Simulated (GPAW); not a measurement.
# O K ELNES/XANES of Ti2O (P-3m1) from DFT, part 3 of 3

How does the O K edge of Ti2O (P-3m1) move when the bonds are compressed or stretched?

GPAW 26.7.0; X-ray absorption from dipole matrix elements to empty bands, plane-wave PAW LDA.

So far. Step 4 (Spectrum with XCH, O atom 3): The total-energy difference is 536.16 eV. One term is added: -8.83 eV, since the hole is spin-paired here and a spin-polarised one costs that much less in the free atom (computed apart). The photon energy is then 527.33 eV. The functional leaves an error in such absolute values: in the free atom LDA prices this hole 4.1 eV below PBE (computed apart), and PBE is itself good to a few eV. Step 6 (Spectrum with XCH, O atom 3): Against the first run the r.m.s.

### 7. Reference energy of the supercell

Level of this step: plane-wave PAW DFT, LDA, self-consistent field (GPAW).

The cell changes for the next run, so it gets a reference energy of its own.

The cell differs from the one that the last finished run ended in (a 5.431 → 5.599 Å, b 5.431 → 5.599 Å, c 5.720 → 5.897 Å).

File scf.py:

```python
import numpy as np
from ase import Atoms
from ase.parallel import parprint, paropen
from gpaw import GPAW, PW, FermiDirac, Mixer, MixerDif, setup_paths
from gpaw.test import gen
setup_paths.insert(0, '.')
gen('O', name='nch1s', xcname='LDA', corehole=(1, 0, 0), write_xml=True)
from gpaw.mpi import world
world.barrier()

atoms = Atoms('Ti8O4',
    cell=[[-2.94830683, 0, -4.7596664],
     [2.94830683, 0, -4.7596664],
     [2.94830683, -5.10661723, 0]],
    scaled_positions=[[0.47270333, 0.80603667, 0.66666667],
     [0.47270333, 0.80603667, 0.16666667],
     [0.97270333, 0.30603667, 0.66666667],
     [0.97270333, 0.30603667, 0.16666667],
     [0.52729667, 0.19396333, 0.83333333],
     [0.52729667, 0.19396333, 0.33333333],
     [0.02729667, 0.69396333, 0.83333333],
     [0.02729667, 0.69396333, 0.33333333],
     [0, 0, 0],
     [0, 0, 0.5],
     [0.5, 0.5, 0],
     [0.5, 0.5, 0.5]],
    pbc=True)
atoms.calc = calc = GPAW(legacy_gpaw=True, mode=PW(500), xc='LDA', setups={8: 'nch1s'},
    kpts={'size': (4, 4, 4), 'gamma': True}, occupations=FermiDirac(0.1),
    charge=0, mixer=Mixer(0.1, 5, 50), maxiter=150,
    convergence={'density': 0.0001}, txt='scf.txt')
energy = atoms.get_potential_energy() + calc.get_reference_energy()
ef = calc.get_fermi_level()
out = dict(energy=energy, fermi=ef, forces=atoms.get_forces().tolist())
parprint(f'all-electron energy {energy:.4f} eV, Fermi level {ef:.4f} eV')
ev = np.array([[calc.get_eigenvalues(k, s) for k in range(len(calc.get_ibz_k_points()))] for s in range(calc.get_number_of_spins())])
out['homo'], out['lumo'], out['counts'] = ev[ev < ef].max(), ev[ev > ef].min(), sorted(set((ev < ef).sum((0, 2)).tolist()))
out['filled'] = (ev[:, 0] < ef).sum(1).tolist()
import json
with paropen('out.json', 'w') as f:
    json.dump(out, f)
```

On the command line:

```console
$ OMP_NUM_THREADS=1 mpirun -n 2 gpaw python scf.py
```

Numbers of over 12 decimals in the logs are rounded to 6 here.

What it wrote:

```text
Input parameters:
  convergence: {density: 0.0001}
  kpts: {gamma: True,
         size: (4, 4, 4)}
  maxiter: 150
  mixer: {backend: pulay,
          beta: 0.1,
          method: separate,
          nmaxold: 5,
          weight: 50}
  mode: {ecut: 500.0,
         name: pw}
  occupations: {fixmagmom: False,
                name: fermi-dirac,
                width: 0.1}
  setups: {8: nch1s}

Initialize ...

[...]
<dir> UserWarning: Initial realspace grid (30,30,32) inconsistent with symmetries.
  warnings.warn(
<dir> UserWarning: Using symmetrized grid: (32,32,32).

  warnings.warn('Using symmetrized grid: ({},{},{}).\n'.format(*N_c))
<dir> UserWarning: Initial realspace grid (30,30,32) inconsistent with symmetries.
  warnings.warn(
<dir> UserWarning: Using symmetrized grid: (32,32,32).

  warnings.warn('Using symmetrized grid: ({},{},{}).\n'.format(*N_c))
all-electron energy -193607.9869 eV, Fermi level 10.2075 eV
[key lines of the parts left out:]
Converged after 22 iterations.
Dipole moment: (-0.000000, 0.000000, -0.000000) |e|*Ang
Free energy:   -104.826169
Fermi level: 10.20754
```

It took 2.4 min on 2 MPI ranks of Arm Neoverse V1, shared host; peak memory 0.37 GiB; 4.8 min of CPU time.

Reference energy: -193607.987 eV with the cores included.

### 8. Spectrum with XCH, O atom 3

Shorter bonds are expected to push antibonding states and scattering resonances up, and longer ones down; the cell is scaled to test that.

Changed against the first core-hole run: volume scale from 1 to 1.03.

File xas.py:

```python
import numpy as np
from ase import Atoms
from ase.parallel import parprint, paropen
from gpaw import GPAW, PW, FermiDirac, Mixer, MixerDif, setup_paths
from gpaw.test import gen
setup_paths.insert(0, '.')
gen('O', name='fch1s', xcname='LDA', corehole=(1, 0, 1), write_xml=True)
from gpaw.mpi import world
world.barrier()

atoms = Atoms('Ti8O4',
    cell=[[-2.94830683, 0, -4.7596664],
     [2.94830683, 0, -4.7596664],
     [2.94830683, -5.10661723, 0]],
    scaled_positions=[[0.47270333, 0.80603667, 0.66666667],
     [0.47270333, 0.80603667, 0.16666667],
     [0.97270333, 0.30603667, 0.66666667],
     [0.97270333, 0.30603667, 0.16666667],
     [0.52729667, 0.19396333, 0.83333333],
     [0.52729667, 0.19396333, 0.33333333],
     [0.02729667, 0.69396333, 0.83333333],
     [0.02729667, 0.69396333, 0.33333333],
     [0, 0, 0],
     [0, 0, 0.5],
     [0.5, 0.5, 0],
     [0.5, 0.5, 0.5]],
    pbc=True)
atoms.calc = calc = GPAW(legacy_gpaw=True, mode=PW(500), xc='LDA', setups={8: 'fch1s'},
    kpts={'size': (4, 4, 4), 'gamma': True}, occupations=FermiDirac(0.1),
    charge=-1, mixer=Mixer(0.1, 5, 50), maxiter=150,
    convergence={'density': 0.0001}, txt='scf.txt')
energy = atoms.get_potential_energy() + calc.get_reference_energy()
ef = calc.get_fermi_level()
out = dict(energy=energy, fermi=ef, forces=atoms.get_forces().tolist())
parprint(f'all-electron energy {energy:.4f} eV, Fermi level {ef:.4f} eV')
ev = np.array([[calc.get_eigenvalues(k, s) for k in range(len(calc.get_ibz_k_points()))] for s in range(calc.get_number_of_spins())])
out['homo'], out['lumo'], out['counts'] = ev[ev < ef].max(), ev[ev > ef].min(), sorted(set((ev < ef).sum((0, 2)).tolist()))
out['filled'] = (ev[:, 0] < ef).sum(1).tolist()

from ase.units import Ha
from gpaw.xas import dipole_matrix_elements
nb = int(calc.get_number_of_electrons() / 2) + 128
top, nb = nb, nb + 8 + nb // 12
nscf = calc.fixed_density(kpts={'size': (5, 5, 5), 'gamma': True}, nbands=nb,
    convergence={'bands': top, 'eigenstates': 1e-5}, maxiter=60, txt='nscf.txt')
cell = atoms.cell.array
ops = [cell.T @ U.T @ np.linalg.inv(cell.T) for U in nscf.wfs.kd.symmetry.op_scc]
E = np.arange(-6, 34, 0.1)
fwhm = np.interp(E, [4, 25], [0.9, 3.5])
Y, X, zero, highest = 0, 0, 1e9, 1e9
for spin in range(nscf.get_number_of_spins()):
    wfs = nscf.wfs
    A = dipole_matrix_elements(wfs.setups[8])
    eps = np.zeros((wfs.kd.nibzkpts, nb))
    d = np.zeros((3, A.shape[1], wfs.kd.nibzkpts, nb), complex)
    for kpt in wfs.kpt_u:
        if kpt.s == spin and 8 in kpt.P_ani:
            eps[kpt.k] = kpt.eps_n * Ha
            d[:, :, kpt.k] = (kpt.weight * wfs.nspins / 2) ** 0.5 * np.inner(A, kpt.P_ani[8])
    world.sum(eps)
    world.sum(d)
    T = np.einsum('amkn,bmkn->abkn', d, d.conj()).real
    T = sum(np.einsum('ai,ijkn,bj->abkn', R, T, R) for R in ops) / len(ops)
    empty = eps > ef
    zero, highest = min(zero, eps[empty].min()), min(highest, eps[:, top - 1].min())
    lines = [(eps, T, empty)] if spin == 0 else lines + [(eps, T, empty)]
for eps, T, empty in lines:
    f = np.einsum('aakn->akn', T).reshape(3, -1)
    x = eps.ravel() - zero
    w = np.interp(x, E, fwhm) / 2.35482
    g = np.exp(-0.5 * ((E[:, None] - x) / w) ** 2) / (w * (2 * np.pi) ** 0.5)
    Y = Y + (f * empty.ravel()) @ g.T
    X = X + (f * ~empty.ravel()) @ g.T
out.update(E=E.round(2).tolist(), xas=Y.tolist(), xes=X.tolist(), zero=zero, valid=highest - zero, nk=len(eps), nb=nb)
for i in range(0, len(E), 10):
    parprint(f'{E[i]:7.2f}', *(f'{v:10.3e}' for v in Y[:, i]))
import json
with paropen('out.json', 'w') as f:
    json.dump(out, f)
```

On the command line:

```console
$ OMP_NUM_THREADS=1 mpirun -n 2 gpaw python xas.py
```

What it wrote:

```text
Input parameters:
  charge: -1
  convergence: {density: 0.0001}
  kpts: {gamma: True,
         size: (4, 4, 4)}
  maxiter: 150
  mixer: {backend: pulay,
          beta: 0.1,
          method: separate,
          nmaxold: 5,
          weight: 50}
  mode: {ecut: 500.0,
         name: pw}
  occupations: {fixmagmom: False,
                name: fermi-dirac,
                width: 0.1}
  setups: {8: fch1s}

Initialize ...

[...]
warnings.warn('Using symmetrized grid: ({},{},{}).\n'.format(*N_c))
<dir> UserWarning: Initial realspace grid (30,30,32) inconsistent with symmetries.
  warnings.warn(
<dir> UserWarning: Using symmetrized grid: (32,32,32).

  warnings.warn('Using symmetrized grid: ({},{},{}).\n'.format(*N_c))
all-electron energy -193071.9144 eV, Fermi level 10.4811 eV
[...]
32.00  5.857e-05  5.872e-05  6.029e-05
  33.00  5.048e-05  5.061e-05  7.740e-05
[key lines of the parts left out:]
Converged after 22 iterations.
Dipole moment: (-0.000000, 0.000000, -0.000000) |e|*Ang
Free energy:   -119.441829
Fermi level: 10.48113
```

Elapsed: 9.6 min, on 2 MPI ranks; peak memory 0.76 GiB; 19 min of CPU time.

```
E (eV)  first run  this run
  -2.0       0.00      0.00
  -1.0       0.00      0.00
   0.0       0.73      0.78
   1.0       2.89      2.89
   2.0       1.46      1.46
   3.0       1.48      1.50
   4.0       0.92      0.79
   5.0       0.70      0.76
   6.0       0.95      1.03
   7.0       1.02      0.98
   8.0       0.75      0.66
   9.0       0.57      0.67
  10.0       1.12      1.43
  11.0       1.77      1.74
  12.0       1.36      1.17
  13.0       0.88      0.79
  14.0       0.62      0.55
  15.0       0.48      0.46
  16.0       0.46      0.46
  17.0       0.51      0.53
  18.0       0.58      0.60
  19.0       0.61      0.61
  20.0       0.61      0.61
  21.0       0.62      0.65
  22.0       0.68      0.71
  23.0       0.74      0.78
  24.0       0.80      0.83
  25.0       0.86      0.91
  26.0       0.96      1.03
  27.0       1.09      1.14
  28.0       1.16      1.16
  29.0       1.12      1.08
  30.0       1.02      0.98
  31.0       0.93      0.92
  32.0       0.90      0.91
```

The scaled spectrum changes by 9 % r.m.s. The highest intensity below 16 eV goes from 1.0 eV (2.89) to 0.9 eV (2.91).

The photon energy of the zero moves by -0.09 eV.

### 9. Reference energy of the supercell

The cell changes for the next run, so it gets a reference energy of its own.

The cell differs from the one that the last finished run ended in (a 5.599 → 5.706 Å, b 5.599 → 5.706 Å, c 5.897 → 6.009 Å).

Changes to scf.py since step 7:

```diff
@@ -11,5 +11,5 @@
 atoms = Atoms('Ti8O4',
-    cell=[[-2.94830683, 0, -4.7596664],
-     [2.94830683, 0, -4.7596664],
-     [2.94830683, -5.10661723, 0]],
+    cell=[[-3.00447852, 0, -4.85034844],
+     [3.00447852, 0, -4.85034844],
+     [3.00447852, -5.20390944, 0]],
     scaled_positions=[[0.47270333, 0.80603667, 0.66666667],
```

On the command line:

```console
$ OMP_NUM_THREADS=1 mpirun -n 2 gpaw python scf.py
```

What it wrote:

```text
Input parameters:
  convergence: {density: 0.0001}
  kpts: {gamma: True,
         size: (4, 4, 4)}
  maxiter: 150
  mixer: {backend: pulay,
          beta: 0.1,
          method: separate,
          nmaxold: 5,
          weight: 50}
  mode: {ecut: 500.0,
         name: pw}
  occupations: {fixmagmom: False,
                name: fermi-dirac,
                width: 0.1}
  setups: {8: nch1s}

Initialize ...

[...]
<dir> UserWarning: Initial realspace grid (30,30,32) inconsistent with symmetries.
  warnings.warn(
<dir> UserWarning: Using symmetrized grid: (32,32,32).

  warnings.warn('Using symmetrized grid: ({},{},{}).\n'.format(*N_c))
<dir> UserWarning: Initial realspace grid (30,30,32) inconsistent with symmetries.
  warnings.warn(
<dir> UserWarning: Using symmetrized grid: (32,32,32).

  warnings.warn('Using symmetrized grid: ({},{},{}).\n'.format(*N_c))
all-electron energy -193607.3891 eV, Fermi level 9.5007 eV
[key lines of the parts left out:]
Converged after 24 iterations.
Dipole moment: (-0.000000, 0.000000, 0.000000) |e|*Ang
Free energy:   -104.232824
Fermi level: 9.50074
```

The job ended after 2.7 min (2 MPI ranks; peak memory 0.37 GiB; 5.4 min of CPU time).

Reference energy: -193607.389 eV with the cores included.

### 10. Spectrum with XCH, O atom 3

Shorter bonds are expected to push antibonding states and scattering resonances up, and longer ones down; the cell is scaled to test that.

Changed against the first core-hole run: volume scale from 1 to 1.09.

Changes to xas.py since step 8:

```diff
@@ -11,5 +11,5 @@
 atoms = Atoms('Ti8O4',
-    cell=[[-2.94830683, 0, -4.7596664],
-     [2.94830683, 0, -4.7596664],
-     [2.94830683, -5.10661723, 0]],
+    cell=[[-3.00447852, 0, -4.85034844],
+     [3.00447852, 0, -4.85034844],
+     [3.00447852, -5.20390944, 0]],
     scaled_positions=[[0.47270333, 0.80603667, 0.66666667],
@@ -41,3 +41,3 @@
 from gpaw.xas import dipole_matrix_elements
-nb = int(calc.get_number_of_electrons() / 2) + 128
+nb = int(calc.get_number_of_electrons() / 2) + 133
 top, nb = nb, nb + 8 + nb // 12
```

On the command line:

```console
$ OMP_NUM_THREADS=1 mpirun -n 2 gpaw python xas.py
```

What it wrote:

```text
Input parameters:
  charge: -1
  convergence: {density: 0.0001}
  kpts: {gamma: True,
         size: (4, 4, 4)}
  maxiter: 150
  mixer: {backend: pulay,
          beta: 0.1,
          method: separate,
          nmaxold: 5,
          weight: 50}
  mode: {ecut: 500.0,
         name: pw}
  occupations: {fixmagmom: False,
                name: fermi-dirac,
                width: 0.1}
  setups: {8: fch1s}

Initialize ...

[...]
warnings.warn('Using symmetrized grid: ({},{},{}).\n'.format(*N_c))
<dir> UserWarning: Initial realspace grid (30,30,32) inconsistent with symmetries.
  warnings.warn(
<dir> UserWarning: Using symmetrized grid: (32,32,32).

  warnings.warn('Using symmetrized grid: ({},{},{}).\n'.format(*N_c))
all-electron energy -193071.4958 eV, Fermi level 9.7633 eV
[...]
32.00  4.758e-05  4.748e-05  7.990e-05
  33.00  4.295e-05  4.272e-05  8.139e-05
[key lines of the parts left out:]
Converged after 24 iterations.
Dipole moment: (0.000000, 0.000000, 0.000000) |e|*Ang
Free energy:   -119.031547
Fermi level: 9.76333
```

The job ended after 9.9 min (2 MPI ranks; peak memory 0.79 GiB).

```
E (eV)  first run  this run
  -2.0       0.00      0.00
  -1.0       0.00      0.00
   0.0       0.73      0.88
   1.0       2.89      2.86
   2.0       1.46      1.51
   3.0       1.48      1.47
   4.0       0.92      0.69
   5.0       0.70      0.87
   6.0       0.95      1.10
   7.0       1.02      0.87
   8.0       0.75      0.60
   9.0       0.57      1.08
  10.0       1.12      1.83
  11.0       1.77      1.41
  12.0       1.36      0.92
  13.0       0.88      0.64
  14.0       0.62      0.48
  15.0       0.48      0.44
  16.0       0.46      0.48
  17.0       0.51      0.58
  18.0       0.58      0.61
  19.0       0.61      0.61
  20.0       0.61      0.64
  21.0       0.62      0.71
  22.0       0.68      0.78
  23.0       0.74      0.84
  24.0       0.80      0.92
  25.0       0.86      1.03
  26.0       0.96      1.14
  27.0       1.09      1.17
  28.0       1.16      1.11
  29.0       1.12      1.02
  30.0       1.02      0.95
  31.0       0.93      0.92
  32.0       0.90      0.91
```

The scaled spectrum changes by 23 % r.m.s. The highest intensity below 16 eV goes from 1.0 eV (2.89) to 0.8 eV (2.94).

The photon energy of the zero moves by -0.27 eV.

### 11. The volumes side by side

```
volume  nearest distance (Å)  shift of the zero (eV)  maximum 1 (eV above own zero)  maximum 2 (eV above own zero)  maximum 3 (eV above own zero)
  0.94                 2.093                   +0.18                            1.1                            7.2                           11.8
     1                 2.137                   +0.00                            1.0                            6.6                           11.1
  1.03                 2.158                   -0.09                            0.9                            6.3                           10.7
  1.09                 2.199                   -0.27                            0.8                            5.9                           10.1
```

The curves, each shifted by its zero's change so that they share one photon-energy axis, counted from the zero at V × 1:

```
E (eV)  V × 0.94  V × 1  V × 1.03  V × 1.09
  -2.0      0.00   0.00      0.00      0.00
  -1.0      0.00   0.00      0.01      0.03
   0.0      0.37   0.73      1.00      1.70
   1.0      2.64   2.89      2.81      2.36
   2.0      1.74   1.46      1.45      1.54
   3.0      1.42   1.48      1.49      1.25
   4.0      1.36   0.92      0.73      0.70
   5.0      0.60   0.70      0.78      0.96
   6.0      0.76   0.95      1.05      1.06
   7.0      1.01   1.02      0.96      0.77
   8.0      0.95   0.75      0.64      0.64
   9.0      0.66   0.57      0.71      1.34
  10.0      0.57   1.12      1.51      1.81
  11.0      1.17   1.77      1.70      1.24
  12.0      1.71   1.36      1.12      0.84
  13.0      1.29   0.88      0.76      0.59
  14.0      0.85   0.62      0.54      0.46
  15.0      0.59   0.48      0.46      0.44
  16.0      0.47   0.46      0.47      0.51
  17.0      0.48   0.51      0.53      0.59
  18.0      0.53   0.58      0.60      0.60
  19.0      0.59   0.61      0.61      0.61
  20.0      0.61   0.61      0.61      0.66
  21.0      0.61   0.62      0.65      0.73
  22.0      0.61   0.68      0.72      0.80
  23.0      0.65   0.74      0.78      0.86
  24.0      0.72   0.80      0.84      0.95
  25.0      0.77   0.86      0.92      1.07
  26.0      0.83   0.96      1.05      1.16
  27.0      0.92   1.09      1.15      1.16
  28.0      1.05   1.16      1.15      1.09
  29.0      1.15   1.12      1.07      1.00
  30.0      1.14   1.02      0.98      0.94
  31.0      1.03   0.93      0.92      0.92
  32.0      0.91   0.90      0.91      0.90
```

### 12. What came out

```json
{
 "absorber and edge": "O K, atom 3 of the ground-state input (counted from 1)",
 "surroundings": "6 Ti at 2.14 Å (octahedral, site symmetry -3m)",
 "highest intensity below 16 eV": "1.0 eV above the zero, height 2.89",
 "photon energy of the zero, with the added terms": "527.3 eV (raw 536.2 eV; LDA puts this hole about 4 eV below PBE, itself good to a few eV)"
}
```

In words: From V × 0.94 to V × 1.09 the nearest distance grows by 0.106 Å and the zero moves by -0.44 eV. Above their own zero, the maxima move from 1.1 to 0.8 eV, from 7.2 to 5.9 eV and from 11.8 to 10.1 eV. The one highest in energy moves most, in the direction that the rule ΔE·R² ≈ constant for scattering resonances gives. The O K edge of atom 3, with 6 Ti at 2.14 Å (octahedral, site symmetry -3m), has its highest intensity of the first 16 eV at 1.0 eV above the zero, near 528 eV in photon energy (LDA puts this hole about 4 eV below PBE, itself good to a few eV), 2.9 times the mean level of the first 20 eV (Gaussian full width 0.9 eV up to 4 eV, rising linearly to 3.5 eV at 25 eV). At the O K edge of atom 3 polarisation matters most near 11.1 eV, where the curves differ by 1.2 on this scale. The unit cell's mesh shows no gap over 0.35 eV. That is right for a metallic compound; for a small-gap or correlated insulator it would be the fault of the functional or of the assumed magnetic order, and the hole would be screened too well. The holes are only 5.5 Å apart, so the shape is probably not converged with cell size; no larger cell was run here. The mesh is coarse (0.28 Å⁻¹ between points), so small maxima may be mesh ripples. The structure is a published determination, not relaxed.

[Banner, clock and machine lines of the logs are left out without a mark of their own.]

[Logs are printed without paths, hosts, clocks, repeated set-up lines and the standing remarks that a program may print on its own settings, such as how far it seeks lower states.]

[Hosts, paths, dates, database ids (printed as entryN), source tags and the programs' standing remarks are cut or masked in the printed files.]

[Lists of maxima count a maximum above −3 eV only where it reaches 4 % of the highest in the window and stands out from its surroundings by 2 % of it (1.5 % where it reaches 55 %); shoulders and weaker maxima are passed over, and of the rest the first, up to two pre-edge ones and the few strongest are named.]
